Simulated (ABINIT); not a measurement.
**A GW chain in ABINIT: Ba2TaBiO6 (R-3)**

How does a plane-wave GW calculation on Ba2TaBiO6 (R-3) run from the first input to the gap?

Calculated with ABINIT 10.8.3; LDA and many-body steps on it, plane waves.

## Step 1: The structure

The structure is trigonal, space group R-3 (No. 148). The conventional cell has a = 6.151 Å, b = 6.151 Å, c = 14.869 Å, α = 90.00°, β = 90.00°, γ = 120.00°. Ba has 12 O at 2.76 to 3.40 Å nearest. Nearest to Ta lie 6 O at 2.01 Å. Bi has 6 O at 2.36 Å nearest. O has 1 Ta at 2.01 Å and 1 Bi at 2.36 Å and 4 Ba at 2.76 to 3.40 Å nearest. Farther neighbours and most contacts between anions are not listed.

The cell and positions are those that the Materials Project relaxed with its own functionals (PBE, PBE+U or r2SCAN), kept fixed. Spin-orbit coupling is left out unless a step names it.

## Step 2: Ground state

This step: ABINIT 10.8.3; DFT, LDA, plane waves, norm-conserving pseudopotentials.

The ground-state density comes first.

run.abi reads:

```
acell 3*1.0 Angstrom
rprim 
  3.075626834241 1.775713980676 4.956223105800
  -3.075626834241 1.775713980676 4.956223105800
  0.000000000000 -3.551427961352 4.956223105800
ntypat 4
znucl 56 73 83 8
natom 10
typat 1 1 2 3 4 4 4 4 4 4
xred 
  0.748816000000 0.748816000000 0.748816000000
  0.251184000000 0.251184000000 0.251184000000
  0.500000000000 0.500000000000 0.500000000000
  0.000000000000 0.000000000000 0.000000000000
  0.725510000000 0.218856000000 0.322035000000
  0.218856000000 0.322035000000 0.725510000000
  0.322035000000 0.725510000000 0.218856000000
  0.274490000000 0.781144000000 0.677965000000
  0.677965000000 0.274490000000 0.781144000000
  0.781144000000 0.677965000000 0.274490000000
pp_dirpath "pseudos"
pseudos "Ba.upf, Ta.upf, Bi.upf, O.upf"
ecut 62
ngkpt 4 4 4
nshiftk 1
shiftk 0 0 0
kptopt 1
chksymbreak 0
nband 62
occopt 1
tolvrs 1e-08
nstep 60
prtwf 0
optforces 0
optstress 0
indata_prefix "in"
outdata_prefix "out"
tmpdata_prefix "tmp"
```

The run is started by

```console
> OMP_NUM_THREADS=1 mpirun -n 4 abinit run.abi > log
```

Numbers of over 12 decimals in the logs are rounded to 6 here.

What it wrote:

```text
.Version 10.8.3 of ABINIT. v10.8.2 released Aug 2026.

 Symmetries : space group R-3 (#148); Bravais hR (rhombohedral)
================================================================================
 Values of the parameters that define the memory need of the present run
     intxc =       0    ionmov =       0      iscf =       7    lmnmax =       8
     lnmax =       8     mgfft =      90  mpssoang =       4    mqgrid =    3360
     natom =      10  nloc_mem =       1    nspden =       1   nspinor =       1
    nsppol =       1      nsym =       6    n1xccc =    2501    ntypat =       4
    occopt =       1   xclevel =       1
-    mband =          62        mffmem =           1         mkmem =           4
       mpw =       25614          nfft =      729000          nkpt =          14
================================================================================
  Rough estimation (10% accuracy) of disk space for files :
================================================================================

--------------------------------------------------------------------------------
------------- Echo of variables that govern the present computation ------------
--------------------------------------------------------------------------------
 -outvars: echo values of preprocessed input variables --------
            acell      1.8897261259E+00  1.8897261259E+00  1.8897261259E+00 Bohr

      chksymbreak           0
             ecut      6.20000000E+01 Hartree
-          fftalg         312

              ixc       -1012
              kpt      0.00000000E+00  0.00000000E+00  0.00000000E+00
                       2.50000000E-01  0.00000000E+00  0.00000000E+00
                       5.00000000E-01  0.00000000E+00  0.00000000E+00
                       2.50000000E-01  2.50000000E-01  0.00000000E+00
                       5.00000000E-01  2.50000000E-01  0.00000000E+00
                      -2.50000000E-01  2.50000000E-01  0.00000000E+00
                       2.50000000E-01  5.00000000E-01  0.00000000E+00
                       5.00000000E-01  5.00000000E-01  0.00000000E+00
                       2.50000000E-01  2.50000000E-01  2.50000000E-01
                       5.00000000E-01  2.50000000E-01  2.50000000E-01
                      -2.50000000E-01  2.50000000E-01  2.50000000E-01
[...]
kptrlatt        4    0    0      0    4    0      0    0    4
          kptrlen      4.60887353E+01
P           mkmem           4
            natom          10
            nband          62
            ngfft          90      90      90
             nkpt          14
            nstep          60
             nsym           6
           ntypat           4
              occ      2.000000  2.000000  2.000000  2.000000  2.000000  2.000000
                       2.000000  2.000000  2.000000  2.000000  2.000000  2.000000
                       2.000000  2.000000  2.000000  2.000000  2.000000  2.000000
                       2.000000  2.000000  2.000000  2.000000  2.000000  2.000000
                       2.000000  2.000000  2.000000  2.000000  2.000000  2.000000
                       2.000000  2.000000  2.000000  2.000000  2.000000  2.000000
                       2.000000  2.000000  2.000000  2.000000  2.000000  2.000000
                       2.000000  2.000000  2.000000  2.000000  2.000000  2.000000
                       2.000000  2.000000  2.000000  2.000000  2.000000  0.000000
                       0.000000  0.000000  0.000000  0.000000  0.000000  0.000000
                       0.000000  0.000000
        optforces           0
        optstress           0
            prtwf           0
            rprim      3.0756268342E+00  1.7757139807E+00  4.9562231058E+00
[...]
spgroup         148

           tolvrs      1.00000000E-08

             xred      7.4881600000E-01  7.4881600000E-01  7.4881600000E-01
[...]
znucl       56.00000   73.00000   83.00000    8.00000

================================================================================

 chkinp: Checking input parameters for consistency.

================================================================================
== DATASET  1 ==================================================================
-   mpi_nproc: 4, omp_nthreads: 1 (-1 if OMP is not activated)

--- !DatasetInfo
iteration_state: {dtset: 1, }
dimensions: {natom: 10, nkpt: 14, mband: 62, nsppol: 1, nspinor: 1, nspden: 1, mpw: 25614, }
cutoff_energies: {ecut:  62.0, pawecutdg:  -1.0, }
electrons: {nelect:   1.06000000E+02, charge:   0.00000000E+00, occopt:   1.00000000E+00, tsmear:   1.00000000E-02, }

 Real(R)+Recip(G) space primitive vectors, cartesian coordinates (Bohr,Bohr^-1):
 R(1)=  5.8120924  3.3556131  9.3659043  G(1)=  0.0860275  0.0496680  0.0355901
 R(2)= -5.8120924  3.3556131  9.3659043  G(2)= -0.0860275  0.0496680  0.0355901
 R(3)=  0.0000000 -6.7112262  9.3659043  G(3)=  0.0000000 -0.0993360  0.0355901
 Unit cell volume ucvol=  1.0959869E+03 bohr^3
 Angles (23,13,12)=  6.05865505E+01  6.05865505E+01  6.05865505E+01 degrees

 getcut: wavevector=  0.0000  0.0000  0.0000  ngfft=  90  90  90
         ecut(hartree)=     62.000   => boxcut(ratio)=   2.20368

 getcut : COMMENT -
  Note that boxcut > 2.2 ; recall that boxcut=Gcut(box)/Gcut(sphere) = 2
  is sufficient for exact treatment of convolution.
[...]
--------------------------------------------------------------------------------

_setup2: Arith. and geom. avg. npw (full set) are   25555.234   25555.226

================================================================================

--- !BeginCycle
iteration_state: {dtset: 1, }
solver: {iscf: 7, nstep: 60, nline: 4, wfoptalg: 0, }
tolerances: {tolvrs: 1.00E-08, }

     iter   Etot(hartree)      deltaE(h)  residm     vres2
 ETOT  1  -633.30112189082    -6.333E+02 1.017E-01 1.028E+06
 ETOT  2  -396.99104635533     2.363E+02 1.017E+00 6.693E+06
 ETOT  3  -671.99382353121    -2.750E+02 1.636E+00 6.891E+05
 ETOT  4  -699.80453881594    -2.781E+01 1.509E-01 2.862E+05
 ETOT  5  -700.59596358485    -7.914E-01 4.311E-02 2.817E+05
 ETOT  6  -707.15501008943    -6.559E+00 9.821E-03 1.301E+05
 ETOT  7  -711.27755341729    -4.123E+00 1.246E-02 2.689E+04
 ETOT  8  -712.09201183088    -8.145E-01 1.300E-01 6.692E+03
 ETOT  9  -712.34430745237    -2.523E-01 1.316E-01 1.061E+03
 ETOT 10  -712.31783484540     2.647E-02 4.885E-02 2.507E+03
[...]
ETOT 19  -712.42683456379    -2.973E-07 6.849E-04 5.664E-04
 ETOT 20  -712.42683458610    -2.231E-08 2.864E-04 5.688E-06
 ETOT 21  -712.42683458643    -3.288E-10 2.665E-04 1.929E-07
 ETOT 22  -712.42683458647    -3.536E-11 1.031E-04 2.688E-08
 ETOT 23  -712.42683458649    -2.353E-11 9.678E-05 2.218E-09

 At SCF step   23       vres2   =  2.22E-09 < tolvrs=  1.00E-08 =>converged.

--- !ResultsGS
iteration_state: {dtset: 1, }
comment   : Summary of ground state results
lattice_vectors:
- [  5.8120924,   3.3556131,   9.3659043, ]
- [ -5.8120924,   3.3556131,   9.3659043, ]
- [  0.0000000,  -6.7112262,   9.3659043, ]
lattice_lengths: [  11.52218,   11.52218,   11.52218, ]
lattice_angles: [ 60.587,  60.587,  60.587, ] # degrees, (23, 13, 12)
lattice_volume:   1.0959869E+03
convergence: {deltae: -2.353E-11, res2:  2.218E-09, residm:  9.678E-05, diffor:  0.000E+00, }
etotal    :  -7.12426835E+02
entropy   :   0.00000000E+00
fermie    :   2.38607791E-01
cartesian_stress_tensor: null
pressure_GPa: null
xred      :
- [  7.4882E-01,   7.4882E-01,   7.4882E-01, Ba]
- [  2.5118E-01,   2.5118E-01,   2.5118E-01, Ba]
- [  5.0000E-01,   5.0000E-01,   5.0000E-01, Ta]
- [  0.0000E+00,   0.0000E+00,   0.0000E+00, Bi]
- [  7.2551E-01,   2.1886E-01,   3.2203E-01,  O]
- [  2.1886E-01,   3.2204E-01,   7.2551E-01,  O]
- [  3.2203E-01,   7.2551E-01,   2.1886E-01,  O]
- [  2.7449E-01,   7.8114E-01,   6.7797E-01,  O]
- [  6.7797E-01,   2.7449E-01,   7.8114E-01,  O]
- [  7.8114E-01,   6.7797E-01,   2.7449E-01,  O]
cartesian_forces: null
force_length_stats: {min: null, max: null, mean: null, }

 Integrated electronic density in atomic spheres:
 ------------------------------------------------
 Atom  Sphere_radius  Integrated_density
[...]
================================================================================

 ----iterations are completed or convergence reached----

 Mean square residual over all n,k,spin=   26.534E-08; max=  96.777E-06
 reduced coordinates (array xred) for   10 atoms
[...]
0.218856000000      0.322035000000      0.725510000000
       0.322035000000      0.725510000000      0.218856000000
       0.274490000000      0.781144000000      0.677965000000
       0.677965000000      0.274490000000      0.781144000000
       0.781144000000      0.677965000000      0.274490000000
 rms dE/dt=  0.0000E+00; max dE/dt=  0.0000E+00; dE/dt below (all hartree)
    1       0.000000000000      0.000000000000      0.000000000000
    2       0.000000000000      0.000000000000      0.000000000000
    3       0.000000000000      0.000000000000      0.000000000000
    4       0.000000000000      0.000000000000      0.000000000000
    5       0.000000000000      0.000000000000      0.000000000000
    6       0.000000000000      0.000000000000      0.000000000000
    7       0.000000000000      0.000000000000      0.000000000000
    8       0.000000000000      0.000000000000      0.000000000000
    9       0.000000000000      0.000000000000      0.000000000000
   10       0.000000000000      0.000000000000      0.000000000000

 cartesian coordinates (angstrom) at end:
[...]
6     -0.317340    -1.616129     6.276566
    7     -1.240939     1.082889     6.276566
    8     -1.558279    -0.533240     8.592103
    9      1.240939    -1.082889     8.592103
   10      0.317340     1.616129     8.592103
 length scales=  1.889726125908  1.889726125908  1.889726125908 bohr
              =  1.000000000000  1.000000000000  1.000000000000 angstroms
 prteigrs : about to open file out_EIG
 Fermi (or HOMO) energy (hartree) =   0.23861   Average Vxc (hartree)=  -0.41337
 Eigenvalues (hartree) for nkpt=  14  k points:
 kpt#   1, nband= 62, wtk=  0.01563, kpt=  0.0000  0.0000  0.0000 (reduced coord)
  -5.37875   -3.09880   -3.09837   -3.09837   -2.25986   -1.03126   -1.03082   -1.03082
  -0.72773   -0.72434   -0.57752   -0.57752   -0.57490   -0.57431   -0.57431   -0.48801
  -0.48633   -0.48633   -0.48629   -0.48617   -0.48617   -0.48594   -0.40422   -0.36823
  -0.36823   -0.35997   -0.35997   -0.35756   -0.19252   -0.18922   -0.18922   -0.18027
  -0.17843   -0.17843   -0.13678    0.08994    0.08994    0.09135    0.09135    0.09522
   0.10762    0.10782    0.10782    0.15646    0.16513    0.17101    0.17101    0.18294
   0.18294    0.18568    0.19523    0.19523    0.20975    0.35481    0.36153    0.36341
   0.36341    0.37370    0.37370    0.38560    0.38560    0.41729
 prteigrs : prtvol=0 or 1, do not print more k-points.

--- !EnergyTerms
iteration_state     : {dtset: 1, }
comment             : Components of total free energy in Hartree
kinetic             :  3.52197903733207E+02
hartree             :  2.58220253099610E+02
xc                  : -1.25551354581294E+02
Ewald energy        : -3.86739389870563E+02
psp_core            :  1.59598069574890E+01
local_psp           : -7.12814473807145E+02
non_local_psp       : -1.13699580117797E+02
total_energy        : -7.12426834586492E+02
total_energy_eV     : -1.93861217679347E+04
band_energy         : -5.74231076170037E+01

== END DATASET(S) ==============================================================
================================================================================

 -outvars: echo values of variables after computation  --------
           etotal     -7.1242683459E+02
            nband          62
             nkpt          14
          spgroup         148
 [... the other variables as echoed above ...]

 Calculation completed.
```

The job ended after 18 min (4 MPI ranks of Arm Neoverse V1, shared host; peak memory 1.4 GiB; 74 min of CPU time).

This step gave:

* total energy: -19386.1218 eV
* gap: 2.549 eV
* k of the valence top: 0.5, 0.5, 0.5
* k of the conduction bottom: 0.5, 0, 0
* least direct gap: 2.577 eV

The gap is indirect, with the least direct gap 0.03 eV higher.

(Continued in part 2 of 3.)

[Paths, hosts, dates, memory and timing lines, banners, echoed tables and standing remarks are left out of the program output.]

[Logs are printed without paths, hosts, clocks, repeated set-up lines and the standing remarks that a program may print on its own settings, such as how far it seeks lower states.]

[Runs of the session that timed out or met a known fault of the program may be left out.]

[Hosts, paths, dates, database ids (printed as entryN), source tags and the programs' standing remarks are cut or masked in the printed files.]

[G0W0 gaps are taken among the corrected bands and points alone; a level outside them can change the order at an edge.]

[Where Ansatz stands beside ABINIT at settings called matched, ABINIT's density can come from a denser mesh and the files from another edition; pairs whose starting gaps differed by over 0.03 eV were left out, so agreement reads better than it is.]
